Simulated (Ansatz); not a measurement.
## C on Cu(110): change of the work function: cost of one run

Ansatz 0.2.0; plane-wave DFT, PBE, Ansatz PAW. The cell holds 17 atoms.

input.yaml reads:

```yaml
crystal:
  lattice:
    - [7.22, 0.0, 0.0]
    - [0.0, 5.1053109602, 0.0]
    - [0.0, 0.0, 22.3950408482]
  atoms:
    - { symbol: Cu, position: [0.25, 0.25, 0.4018746856] }
    - { symbol: Cu, position: [0.0, 0.0, 0.45886622] }
    - { symbol: Cu, position: [0.25, 0.25, 0.5192531579] }
[... 8 atom lines left out ...]
    - { symbol: Cu, position: [0.5, 0.0, 0.5713336687] }
    - { symbol: Cu, position: [0.75, 0.75, 0.4018746856] }
    - { symbol: Cu, position: [0.5, 0.5, 0.45886622] }
    - { symbol: Cu, position: [0.75, 0.75, 0.5192531579] }
    - { symbol: Cu, position: [0.5, 0.5, 0.5713336687] }
    - { symbol: C, position: [0.25, 0.25, 0.5981253144] }
kpoints:
  mp_grid: { grid: [6, 6, 1] }
hamiltonian:
  xc: pbe
scf:
  occupations: { method: fermi_dirac, width: 0.1 }
  convergence: { dr2_threshold: 1.0e-08 }
efield:
  axis: 3
  dipole_correction: true
  ramp_position: 0.97
  ramp_width: 0.06
relax:
  f_tol: 0.02
  max_steps: 60
  constraints: [{ sites: [0, 1, 4, 5, 8, 9, 12, 13] }]
output:
  dos: { projected: true, e_range: [-8, 4] }
  write_potential: true
  write_density: true
  volumetric_format: npy
  elf: true
```

The run is started by

```bash
> ansatz run input.yaml --threads 8 --pin off --max-ram 16384MiB --backend cpu --events-out ev --progress --plain --runs-dir out
```

The cutoff in use is 420 eV. For reference, a run of the same kind (5 atoms, 49 k-points, 48 bands and 4,051 plane waves; 80 SCF cycles) took 21 s and 0.94 GiB on the same hardware.

**Question.** How long does this run take on 8 threads of Intel Xeon 6975P-C (Granite Rapids), shared host, and how much memory does it need?

A cutoff of 420 eV is a sphere of radius 10.5 Å⁻¹, so a cell of 825 Å³ holds about V·G³/6π² = 16,133 plane waves. At two electrons a band, the 308 electrons need 154 bands, and 31 more are carried. Symmetry cuts the 6×6×1 mesh from 36 to 16 points. The run has 16 k-points, 185 bands and 16,131 plane waves. Taking the work of a cycle as k-points × spins × bands × plane waves, that is 5 times the reference, or 1.8 min at the reference's 80 cycles. The run needed 84 SCF cycles over 7 ionic steps, which makes it about 1.9 min. One copy of the wavefunctions takes 0.71 GiB at 16 bytes a coefficient, against 0.14 GiB in the reference; grids, projectors and work arrays come on top. Measured: about 2.5 min, with a peak of 6.6 GiB. The run took longer than the estimate, which leaves out the steps that grow as the square of the band count.

[Logs are printed without paths, hosts, clocks, repeated set-up lines and the standing remarks that a program may print on its own settings, such as how far it seeks lower states.]

[Hosts, paths, dates, database ids (printed as entryN), source tags and the programs' standing remarks are cut or masked in the printed files.]

[Maps of the electrostatic potential energy from Ansatz leave out the sawtooth potential of an applied field or a dipole correction, so their vacuum need not be flat; planar profiles and work functions include it.]
